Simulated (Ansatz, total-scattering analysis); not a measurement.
## LiCl-KCl: S(Q) and G(r) from molecular dynamics

The model: ab initio molecular dynamics with Ansatz (PBE, plane waves, PAW set soft_1, Langevin thermostat, no spin, fixed volume). The average runs over 0.84 ps of 70 atoms, so shells between rare elements are rough. Mean temperature 799 K, largest m.s.d. 1.58 Å², energy drift +8 meV an atom (last third less first, no steady trend), Langevin friction 2 ps⁻¹; the first quarter of the run is discarded. Preparation: last frame of a classical run of this cell, a melt, rescaled to the set density, then 0.4 ps at 880 K with a cheaper basis and a friction of 10 ps⁻¹ (mean temperature of the first stage 863 K), too short to forget the start in full. So short a stretch relaxes bonds and nearest shells but still remembers its start. The density is set to 1.782 g/cm³. Composition: Li 30.0, K 20.0, Cl 50.0 atom %. Production: 140 frames 0.006 ps apart at 800 K, fixed volume (mean pressure 1.9 GPa).

The totals are in Faber–Ziman form. Below 4 Å⁻¹ the partials are summed on the cell's own reciprocal vectors (from 0.52 Å⁻¹) and folded with a Gaussian of σ = 0.11 Å⁻¹; above it they are transforms of g(r) out to 8.3 Å, tapered over the last 40 %. The fold lowers sharp peaks, and with so few vectors their positions are good to about 0.1 Å⁻¹. X-rays take neutral-atom form factors, neutrons coherent lengths (Li -1.93, K 3.67, Cl 9.5792 fm). Absorption by Li is ignored. G(r) = 4πrρ₀[g(r) − 1] carries the resolution of a Lorch-windowed transform up to 20 Å⁻¹. The patterns are simulated, not measured. The cell is small: beyond half the box only the part of each shell inside it is counted, and low-Q values rest on few vectors.

Predict the maxima of S(Q) and G(r), and the first shells.

Density 1.782 g/cm³, ρ₀ = 0.0388 Å⁻³. Mean square displacements over the run: Li 1.58, K 1.38, Cl 1.34 Å²; the sample is a liquid as far as so short a run tells.

Maxima of S(Q), Q in Å⁻¹ (height): X-ray: 2.12 (1.99), 3.62 (1.08); neutron: 2.04 (3.18), 3.65 (1.17), 7.10 (1.07).

```
Q (Å⁻¹)  X-ray  neutron
   0.60  -0.21    -0.97
   0.90  -0.16    -0.92
   1.20  -0.12    -0.85
   1.50   0.11    -0.24
   1.80   0.82     1.71
   2.10   1.98     3.07
   2.40   1.35     1.33
   2.70   0.88     0.43
   3.00   0.80     0.45
   3.30   0.86     0.73
   3.60   1.08     1.17
   3.90   1.04     1.10
   4.20   1.03     1.07
   4.50   1.03     1.04
   4.80   0.99     1.03
   5.10   0.96     1.02
   5.40   0.97     1.03
   5.70   0.99     0.98
   6.00   1.00     0.92
   6.30   1.02     0.93
   6.60   1.03     0.98
   6.90   1.02     1.05
   7.20   1.00     1.07
   7.50   0.97     1.02
   7.80   0.97     0.99
   8.10   0.99     0.99
   8.40   1.01     0.99
   8.70   1.02     1.00
   9.00   1.01     0.99
   9.30   0.99     0.98
   9.60   0.99     1.00
   9.90   1.00     1.02
  10.20   0.99     1.01
  10.50   0.99     1.01
  10.80   1.00     1.00
  11.10   1.00     1.00
  11.40   1.01     1.01
  11.70   1.00     1.00
  12.00   1.00     0.99
```

Maxima of G(r), r in Å (Å⁻²): X-ray: 2.29 (-0.70), 3.76 (1.00), 6.65 (0.33), 7.23 (0.45); neutron: 3.80 (2.50), 7.24 (1.21).

```csv
pair,first peak (Å),g there,first minimum (Å),g there,neighbours,X-ray weight (f = Z),neutron weight
Li–Cl,2.32,6.1,3.48,0.28,"4.2 Cl per Li, 2.5 Li per Cl",0.09,-0.23
K–Cl,3.07,3.5,4.40,0.49,"7.7 Cl per K, 3.1 K per Cl",0.37,0.29
Li–Li,3.82,1.6,5.08,0.59,6.0,0.00,0.01
Cl–Cl,3.86,2.5,5.08,0.59,10.4,0.41,0.94
Li–K,3.94,2.1,5.88,0.68,"7.0 K per Li, 10.5 Li per K",0.04,-0.03
K–K,4.31,1.9,5.44,1.07,4.5,0.08,0.02
```

Bonded neighbours (only these pairs count: cutoffs Li–Cl 3.48 Å, K–Cl 4.4 Å): Li: 3 10 %, 4 65 %, 5 22 %, 6 1.9 %; K: 6 2.4 %, 7 40 %, 8 42 %, 9 14 %, 10 1.9 %; Cl: 4 5.0 %, 5 39 %, 6 48 %, 7 8.4 %. For Li–Cl and K–Cl g doesn't fall to zero at the cutoff, so those shares hang on where it is put. Cl–Li–Cl peak at 98°, Cl–K–Cl peak at 70° and Li–Cl–Li peak at 82°. These counts come from 15 frames.

Anions around each cation, with the position of the first peak: K 7.7 (K–Cl 3.07 Å, to 4.40 Å, a soft count) and Li 4.2 (Li–Cl 2.32 Å, to 3.48 Å). The weights that differ most between the probes (X-ray, neutron): Cl–Cl 0.41 and 0.94, Li–Cl 0.09 and -0.23 and K–Cl 0.37 and 0.29. At 2.04 Å⁻¹ neutrons show a peak (3.18) where X-rays give 1.81: term by term, w(S − 1) with f = Z as a rough X-ray weight: Cl–Cl +1.44 against +0.63, Li–Cl +0.46 against -0.18 and K–Cl +0.21 against +0.27 (neutron against X-ray).

[Logs are printed without paths, hosts, clocks, repeated set-up lines and the standing remarks that a program may print on its own settings, such as how far it seeks lower states.]
